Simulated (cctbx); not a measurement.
## Symmetry from intensities

Cell: a = 10.9900 Å, b = 10.9900 Å, c = 4.7190 Å, α = 90.00°, β = 90.00°, γ = 120.00°. Expected content of the cell: Zn18 Cu24.

Simulated single-crystal data (cctbx): Cu Kα, λ = 1.54184 Å, to d = 0.8 Å, 50 % of the full sphere, strongest reflection 70000 counts, noise from counting, a 3 % proportional error and a noise floor of 8 counts (s.d.); no absorption, some extinction.

Tests on the unmerged data give:

```text
2040 reflections to d = 0.801 A
centring   violations  <I/sigma> of those
    A        316 of  1025      8.1
    B        307 of  1015      7.9
    C        323 of  1026      8.2
    I        312 of  1035      7.9
    R          0 of  1364      0.0
    F        473 of  1533      8.1
Laue class    unique    Rint  (classes that these axes allow; Friedel mates merged)
R -3 :H           216   0.022
R -3 m :H         131   0.112
space group    extra absences  I>4sigma  <I/sigma>
R 3 :H                  0          0         -  acentric
R -3 :H                 0          0         -  centric
Wilson B = 1.06 A^2   <|E^2-1|> = 0.783 (0.968 centric, 0.736 acentric)   E^2>4: 1.9 %
shell (A)         n   <I/sigma>
 5.50 - 1.59     28     37.9
 1.59 - 1.27     26     41.2
 1.27 - 1.11     26     46.4
 1.11 - 1.01     25     41.3
 1.01 - 0.94     30     42.5
 0.94 - 0.88     28     35.9
 0.88 - 0.84     28     32.6
 0.84 - 0.80     25     41.4
```

Q: Read the symmetry from these tables.

The reflections that R centring forbids are absent (⟨I/σ⟩ near 0), so the lattice is R.

Rint stays low (0.022) up to R -3 :H and is 0.112 or more in the other classes.

2 settings pass the absence test. No glide or screw absences show, which leaves R 3 and R -3.

⟨|E²−1|⟩ = 0.783 leans to a non-centrosymmetric structure. Here that hint misleads, because twinning averages intensities and lowers the statistic. The Wilson B of 1.06 Å² means U ≈ 0.0134 Å².

The true group is R-3 (no. 148), Laue class -3, centrosymmetric. The tables only narrow the choice to the tied entries; cell content, site symmetry and trial solutions must settle it.

The crystal is twinned by the law (-1 0 0 -1 1 0 0 0 -1) with a minor fraction of 0.4; Rint in the higher class falls towards the noise as the fraction nears 1/2.

This is a model crystal, built by substitution and not relaxed, with assumed displacement parameters.

[Logs are printed without paths, hosts, clocks, repeated set-up lines and the standing remarks that a program may print on its own settings, such as how far it seeks lower states.]
